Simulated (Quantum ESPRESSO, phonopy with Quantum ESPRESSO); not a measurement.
# Al (Fm-3m): a volume series of phonon spectra, part 6 of 7

Which modes of Al drive its thermal expansion?

Measurements to reproduce:
- volume expansion coefficient 69 1e-6/K and heat capacity C_P per formula unit 24.2 J/mol/K near room temperature (given in “High-Throughput Prediction of Finite-Temperature Properties using the Quasi-Harmonic Approximation”, 2016, arXiv:1603.06924)

Quantum ESPRESSO 7.5; DFT PBEsol, scalar-relativistic, plane waves, GBRV ultrasoft pseudopotentials.

So far. Step 12 (Phonons, V/V0 0.985): The time given is that of the one pw.x run on a displaced cell behind this step. Step 13 (Ground state at this cell, V/V0 1.03): The run ends at a pressure of -2.27 GPa.

**14. A displaced supercell**

One atom (for the harmonic constants) or a pair of atoms (for the cubic ones) is moved by a few hundredths of an ångström; the forces on all atoms give a column of force constants. The threshold is tight because the forces are small.

System of this step: Al. The structure is orthorhombic, space group Imm2 (No. 44). The conventional cell has a = 8.598 Å, b = 12.159 Å, c = 8.598 Å, α = 90.00°, β = 90.00°, γ = 90.00°. Nearest to Al lie 12 Al at 2.85 to 2.89 Å. Al has 12 Al at 2.85 to 2.87 Å nearest. Nearest to Al lie 12 Al at 2.87 to 2.89 Å. Al has 12 Al at 2.86 to 2.87 Å nearest. Nearest to Al lie 12 Al at 2.87 Å. Nearest to Al lie 12 Al at 2.87 to 2.88 Å.

disp-00001.in reads:

```
&CONTROL
  calculation = 'scf'
  prefix      = 'x'
  outdir      = './tmp'
  pseudo_dir  = './pseudo'
  tprnfor     = .true.
  disk_io     = 'none'
/
&SYSTEM
  ibrav       = 0
  nat         = 27
  ntyp        = 1
  ecutwfc     = 30.0
  ecutrho     = 180.0
  occupations = 'smearing'
  smearing    = 'mv'
  degauss     = 0.02
/
&ELECTRONS
  conv_thr         = 1.0d-11
  mixing_beta      = 0.7
  electron_maxstep = 100
/
ATOMIC_SPECIES
 Al     26.9815  Al.upf
CELL_PARAMETERS angstrom
     0.000000000    6.079683568    6.079683568
     6.079683568    0.000000000    6.079683568
     6.079683568    6.079683568    0.000000000
ATOMIC_POSITIONS crystal
 Al     0.002326130   0.000000000   0.000000000
 Al     0.333333333   0.000000000   0.000000000
 Al     0.666666667   0.000000000   0.000000000
 Al     0.000000000   0.333333333   0.000000000
 Al     0.333333333   0.333333333   0.000000000
 Al     0.666666667   0.333333333   0.000000000
 Al     0.000000000   0.666666667   0.000000000
 Al     0.333333333   0.666666667   0.000000000
 Al     0.666666667   0.666666667   0.000000000
 Al     0.000000000   0.000000000   0.333333333
 Al     0.333333333   0.000000000   0.333333333
 Al     0.666666667   0.000000000   0.333333333
 Al     0.000000000   0.333333333   0.333333333
 Al     0.333333333   0.333333333   0.333333333
 Al     0.666666667   0.333333333   0.333333333
 Al     0.000000000   0.666666667   0.333333333
 Al     0.333333333   0.666666667   0.333333333
 Al     0.666666667   0.666666667   0.333333333
 Al     0.000000000   0.000000000   0.666666667
 Al     0.333333333   0.000000000   0.666666667
 Al     0.666666667   0.000000000   0.666666667
 Al     0.000000000   0.333333333   0.666666667
 Al     0.333333333   0.333333333   0.666666667
 Al     0.666666667   0.333333333   0.666666667
 Al     0.000000000   0.666666667   0.666666667
 Al     0.333333333   0.666666667   0.666666667
 Al     0.666666667   0.666666667   0.666666667
K_POINTS automatic
 5 5 5 0 0 0
```

Command:

```
> OMP_NUM_THREADS=1 mpirun -n 4 pw.x -nk 4 -in disp-00001.in > disp-00001.out
```

The program printed:

```text
[banner, memory and clock lines left out]
Program PWSCF v.7.5

     Message from routine setup:
     using ibrav=0 with symmetry is DISCOURAGED, use correct ibrav instead

     G-vector sticks info

     bravais-lattice index     =            0
     lattice parameter (alat)  =      16.2478  a.u.
     unit-cell volume          =    3032.9798 (a.u.)^3
     number of atoms/cell      =           27
     number of atomic types    =            1
[...]
atom    2 type  1   force =     0.00000000    0.00071107    0.00071107
     atom    3 type  1   force =    -0.00000000    0.00064620    0.00064620
[...]
atom   26 type  1   force =     0.00000147    0.00001059    0.00001059
     atom   27 type  1   force =     0.00000260   -0.00001229   -0.00001229

     Total force =     0.003941     Total SCF correction =     0.000004
     Message from routine punch:
     Nothing written, as per user request (disk_io='none')
[key lines of the parts left out:]
!    total energy              =    -179.93190006 Ry
the Fermi energy is     7.8501 ev
convergence has been achieved in  13 iterations
```

It took 75 s on 4 MPI ranks of Intel Xeon 6975P-C (Granite Rapids), shared host; 5 min of CPU time.

**15. Phonons, V/V0 1.03**

This step: DFT PBEsol, scalar-relativistic, plane waves, GBRV ultrasoft pseudopotentials (phonopy with Quantum ESPRESSO 4.10.0 / 7.5).

Run time: 75 s. Hardware: 4 threads; 5 min of CPU time.

No mode is imaginary beyond numerical noise along the path.

The time given is that of the one pw.x run on a displaced cell behind this step.

**16. Self-consistent run, V/V0 0.97**

A tight ground state at this cell gives the energy of this member; its pressure is the stress at this cutoff, which can carry an offset from the finite basis.

This step: DFT PBEsol, scalar-relativistic, plane waves, GBRV ultrasoft pseudopotentials (Quantum ESPRESSO 7.5).

System of this step: Al. It takes space group Fm-3m (No. 225, cubic). The conventional cell has a = 3.973 Å, b = 3.973 Å, c = 3.973 Å, α = 90.00°, β = 90.00°, γ = 90.00°. Nearest to Al lie 12 Al at 2.81 Å.

scf.in reads:

```
&CONTROL
  calculation = 'scf'
  prefix      = 'x'
  outdir      = './tmp'
  pseudo_dir  = './pseudo'
  tprnfor     = .true.
  tstress     = .true.
/
&SYSTEM
  ibrav       = 0
  nat         = 1
  ntyp        = 1
  ecutwfc     = 30.0
  ecutrho     = 180.0
  occupations = 'smearing'
  smearing    = 'mv'
  degauss     = 0.02
/
&ELECTRONS
  conv_thr         = 1.0d-12
  mixing_beta      = 0.7
  electron_maxstep = 100
/
ATOMIC_SPECIES
 Al     26.9815  Al.upf
CELL_PARAMETERS angstrom
     0.000000000    1.986420664    1.986420664
     1.986420664    0.000000000    1.986420664
     1.986420664    1.986420664    0.000000000
ATOMIC_POSITIONS crystal
 Al     0.000000000   0.000000000   0.000000000
K_POINTS automatic
 16 16 16 0 0 0
```

Command:

```
> OMP_NUM_THREADS=1 mpirun -n 4 pw.x -nk 4 -in scf.in > scf.out
```

The program printed:

```text
[banner, memory and clock lines left out]
Program PWSCF v.7.5

     Message from routine setup:
     using ibrav=0 with symmetry is DISCOURAGED, use correct ibrav instead

     G-vector sticks info

     bravais-lattice index     =            0
     lattice parameter (alat)  =       5.3087  a.u.
     unit-cell volume          =     105.7889 (a.u.)^3
     number of atoms/cell      =            1
     number of atomic types    =            1
[...]
Total force =     0.000000     Total SCF correction =     0.000000

     Computing stress (Cartesian axis) and pressure

          total   stress  (Ry/bohr**3)                   (kbar)     P=       26.89
   0.00018280   0.00000000   0.00000000           26.89        0.00        0.00
   0.00000000   0.00018280   0.00000000            0.00       26.89        0.00
   0.00000000   0.00000000   0.00018280            0.00        0.00       26.89

     XML data file, charge density, pseudopotentials, collected wavefunctions
[key lines of the parts left out:]
!    total energy              =      -6.66440960 Ry
the Fermi energy is     8.4215 ev
convergence has been achieved in   7 iterations
```

Run time: 1.8 s. Hardware: 4 MPI ranks; 6 s of CPU time.

The run ends at a pressure of 2.69 GPa.

**17. Forces on a displaced cell**

One atom (for the harmonic constants) or a pair of atoms (for the cubic ones) is moved by a few hundredths of an ångström; the forces on all atoms give a column of force constants. The threshold is tight because the forces are small.

System of this step: Al. The structure is orthorhombic, space group Imm2 (No. 44). Conventional cell: a = 8.428 Å, b = 11.919 Å, c = 8.428 Å, α = 90.00°, β = 90.00°, γ = 90.00°. Nearest to Al lie 12 Al at 2.79 to 2.83 Å. Nearest to Al lie 12 Al at 2.79 to 2.81 Å. Nearest to Al lie 12 Al at 2.81 to 2.83 Å. Al has 12 Al at 2.80 to 2.81 Å nearest. Nearest to Al lie 12 Al at 2.81 Å. Nearest to Al lie 12 Al at 2.81 to 2.82 Å.

Edit disp-00001.in of step 14 so:

```diff
@@ -26,7 +26,7 @@
 CELL_PARAMETERS angstrom
-     0.000000000    6.079683568    6.079683568
-     6.079683568    0.000000000    6.079683568
-     6.079683568    6.079683568    0.000000000
+     0.000000000    5.959261993    5.959261993
+     5.959261993    0.000000000    5.959261993
+     5.959261993    5.959261993    0.000000000
 ATOMIC_POSITIONS crystal
- Al     0.002326130   0.000000000   0.000000000
+ Al     0.002373135   0.000000000   0.000000000
  Al     0.333333333   0.000000000   0.000000000
```

Command:

```
> OMP_NUM_THREADS=1 mpirun -n 4 pw.x -nk 4 -in disp-00001.in > disp-00001.out
```

The program printed:

```text
[banner, memory and clock lines left out]
Program PWSCF v.7.5

     Message from routine setup:
     using ibrav=0 with symmetry is DISCOURAGED, use correct ibrav instead

     G-vector sticks info

     bravais-lattice index     =            0
     lattice parameter (alat)  =      15.9260  a.u.
     unit-cell volume          =    2856.3014 (a.u.)^3
     number of atoms/cell      =           27
     number of atomic types    =            1
[...]
atom    2 type  1   force =    -0.00000000    0.00089190    0.00089190
     atom    3 type  1   force =    -0.00000000    0.00081867    0.00081867
[...]
atom   26 type  1   force =     0.00000094    0.00000603    0.00000603
     atom   27 type  1   force =     0.00000289   -0.00000942   -0.00000942

     Total force =     0.005007     Total SCF correction =     0.000002
     Message from routine punch:
     Nothing written, as per user request (disk_io='none')
[key lines of the parts left out:]
!    total energy              =    -179.93143619 Ry
the Fermi energy is     8.4853 ev
convergence has been achieved in  12 iterations
```

Wall time 60 s (4 MPI ranks); 4 min of CPU time.

**18. Phonons, V/V0 0.97**

This step: DFT PBEsol, scalar-relativistic, plane waves, GBRV ultrasoft pseudopotentials (phonopy with Quantum ESPRESSO 4.10.0 / 7.5).

Run time: 60 s. Hardware: 4 threads.

Phonopy, no LO-TO term. Phonon branches along the path, in cm⁻¹:

```
    point  branch 1  branch 2  branch 3
        Γ         0         0         0
  halfway       150       150       255
        X       215       215       343
  halfway       213       235       336
        U       206       274       314
jump to K       206       274       314
  halfway       132       176       270
        Γ         0         0         0
  halfway       115       115       249
        L       168       168       355
  halfway       192       236       330
        W       234       289       289
  halfway       225       240       329
        X       215       215       343
```

The phonon branches as a text plot (rows in cm⁻¹):

```
    348 |            **                         ******          *
    333 |          **  **                      *      *      ***
    318 |         *      **                            *    *
    303 |                  *****                        *  *
    288 |       **         *                 **          **
    274 |                 *     *                       *  *
    259 |     **         *  **                         *    *
    244 |               *                   *                *
    229 |              *         **                   *  ******
    214 |          *******    **                     *  *     ***
    200 |    *    *       **               *           *
    185 |                   **                      ***
    170 |       **              *               *****
    155 |     **              **   **          *
    140 |  **                            **  **
    126 |                       ***
    111 |    *                              *
     96 |                        **        *
     81 |  **                      ***
     67 | *                        **   ***
     52 |
     37 | *                          *  *
     22 |
      7 |*                            **
         Γ           X  U|K            Γ         L        W     X
```

No mode is imaginary beyond numerical noise along the path.

The time given is that of the one pw.x run on a displaced cell behind this step.

**19. Ground state at this cell, V/V0 1.05**

A tight ground state at this cell gives the energy of this member; its pressure is the stress at this cutoff, which can carry an offset from the finite basis.

This step: DFT PBEsol, scalar-relativistic, plane waves, GBRV ultrasoft pseudopotentials (Quantum ESPRESSO 7.5).

System of this step: Al. The structure is cubic, space group Fm-3m (No. 225). Conventional cell: a = 4.079 Å, b = 4.079 Å, c = 4.079 Å, α = 90.00°, β = 90.00°, γ = 90.00°. Nearest to Al lie 12 Al at 2.88 Å.

Edit scf.in of step 16 so:

```diff
@@ -26,5 +26,5 @@
 CELL_PARAMETERS angstrom
-     0.000000000    1.986420664    1.986420664
-     1.986420664    0.000000000    1.986420664
-     1.986420664    1.986420664    0.000000000
+     0.000000000    2.039594096    2.039594096
+     2.039594096    0.000000000    2.039594096
+     2.039594096    2.039594096    0.000000000
 ATOMIC_POSITIONS crystal
```

Command:

```
> OMP_NUM_THREADS=1 mpirun -n 4 pw.x -nk 4 -in scf.in > scf.out
```

The program printed:

```text
[banner, memory and clock lines left out]
Program PWSCF v.7.5

     Message from routine setup:
     using ibrav=0 with symmetry is DISCOURAGED, use correct ibrav instead

     G-vector sticks info

     bravais-lattice index     =            0
     lattice parameter (alat)  =       5.4508  a.u.
     unit-cell volume          =     114.5138 (a.u.)^3
     number of atoms/cell      =            1
     number of atomic types    =            1
[...]
Total force =     0.000000     Total SCF correction =     0.000000

     Computing stress (Cartesian axis) and pressure

          total   stress  (Ry/bohr**3)                   (kbar)     P=      -35.89
  -0.00024399  -0.00000000  -0.00000000          -35.89       -0.00       -0.00
  -0.00000000  -0.00024399  -0.00000000           -0.00      -35.89       -0.00
  -0.00000000  -0.00000000  -0.00024399           -0.00       -0.00      -35.89

     XML data file, charge density, pseudopotentials, collected wavefunctions
[key lines of the parts left out:]
!    total energy              =      -6.66400534 Ry
the Fermi energy is     7.5910 ev
convergence has been achieved in   7 iterations
```

The job ended after 1.7 s (4 MPI ranks; 5.9 s of CPU time).

The run ends at a pressure of -3.59 GPa.

**20. A displaced supercell**

One atom (for the harmonic constants) or a pair of atoms (for the cubic ones) is moved by a few hundredths of an ångström; the forces on all atoms give a column of force constants. The threshold is tight because the forces are small.

System of this step: Al. The structure is orthorhombic, space group Imm2 (No. 44). Conventional cell: a = 8.653 Å, b = 12.238 Å, c = 8.653 Å, α = 90.00°, β = 90.00°, γ = 90.00°. Nearest to Al lie 12 Al at 2.86 to 2.90 Å. Nearest to Al lie 12 Al at 2.86 to 2.88 Å. Al has 12 Al at 2.88 to 2.90 Å nearest. Al has 12 Al at 2.87 to 2.88 Å nearest. Nearest to Al lie 12 Al at 2.88 Å. Al has 12 Al at 2.88 to 2.89 Å nearest.

Edit disp-00001.in of step 17 so:

```diff
@@ -26,7 +26,7 @@
 CELL_PARAMETERS angstrom
-     0.000000000    5.959261993    5.959261993
-     5.959261993    0.000000000    5.959261993
-     5.959261993    5.959261993    0.000000000
+     0.000000000    6.118782287    6.118782287
+     6.118782287    0.000000000    6.118782287
+     6.118782287    6.118782287    0.000000000
 ATOMIC_POSITIONS crystal
- Al     0.002373135   0.000000000   0.000000000
+ Al     0.002311266   0.000000000   0.000000000
  Al     0.333333333   0.000000000   0.000000000
```

Command:

```
> OMP_NUM_THREADS=1 mpirun -n 4 pw.x -nk 4 -in disp-00001.in > disp-00001.out
```

The program printed:

```text
[banner, memory and clock lines left out]
Program PWSCF v.7.5

     Message from routine setup:
     using ibrav=0 with symmetry is DISCOURAGED, use correct ibrav instead

     G-vector sticks info

     bravais-lattice index     =            0
     lattice parameter (alat)  =      16.3523  a.u.
     unit-cell volume          =    3091.8727 (a.u.)^3
     number of atoms/cell      =           27
     number of atomic types    =            1
[...]
atom    2 type  1   force =     0.00000000    0.00065828    0.00065828
     atom    3 type  1   force =    -0.00000000    0.00059462    0.00059462
[...]
atom   26 type  1   force =     0.00000173    0.00001299    0.00001299
     atom   27 type  1   force =     0.00000269   -0.00001327   -0.00001327

     Total force =     0.003628     Total SCF correction =     0.000002
     Message from routine punch:
     Nothing written, as per user request (disk_io='none')
[key lines of the parts left out:]
!    total energy              =    -179.92002039 Ry
the Fermi energy is     7.6521 ev
convergence has been achieved in  13 iterations
```

Elapsed: 78 s, on 4 MPI ranks; 5.2 min of CPU time.

**21. Phonons, V/V0 1.05**

This step: DFT PBEsol, scalar-relativistic, plane waves, GBRV ultrasoft pseudopotentials (phonopy with Quantum ESPRESSO 4.10.0 / 7.5).

It took 79 s on 4 threads; 5.2 min of CPU time.

Phonopy, no LO-TO term. The phonon branches at the labelled points (cm⁻¹):

```
    point  branch 1  branch 2  branch 3
        Γ         0         0         0
  halfway       123       123       217
        X       177       177       291
  halfway       176       195       285
        U       173       232       267
jump to K       173       232       267
  halfway       112       148       231
        Γ         0         0         0
  halfway        97        97       213
        L       145       145       305
  halfway       164       202       283
        W       197       246       246
  halfway       187       201       279
        X       177       177       291
```

The phonon branches as a text plot (rows in cm⁻¹):

```
    299 |                                       *****
    286 |          ******                      *     **       ***
    273 |         *      **                            *     *
    260 |                  *****                        *  **
    248 |       **         *                 **          **
    235 |                 *     *                       *  *
    222 |     **         *  **                         *    *
    210 |               *                   *
    197 |              *                              *  ******
    184 |             *       ** **                  *  *    ****
    172 |    *     *********               *           *        *
    159 |         *         **                      ***
    146 |       **              *               *****
    133 |                     **   **          *
    121 |  ** **                         **  **
    108 |                       ***
     95 |    *                              *
     83 |                        **
     70 |  **                      ***     *
     57 | *                        **   *
     44 |                                **
     32 | *                          *
     19 |                               *
      6 |*                            **
         Γ           X  U|K            Γ         L        W     X
```

No mode is imaginary beyond numerical noise along the path.

The time given is that of the one pw.x run on a displaced cell behind this step.

[end of part 6 of 7]

[Logs are printed without paths, hosts, clocks, repeated set-up lines and the standing remarks that a program may print on its own settings, such as how far it seeks lower states.]

[Hosts, paths, dates, database ids (printed as entryN), source tags and the programs' standing remarks are cut or masked in the printed files.]

[A step with changed settings may run another functional than the one named; its input shows which.]

[Of the runs on displaced cells, only some may be shown.]
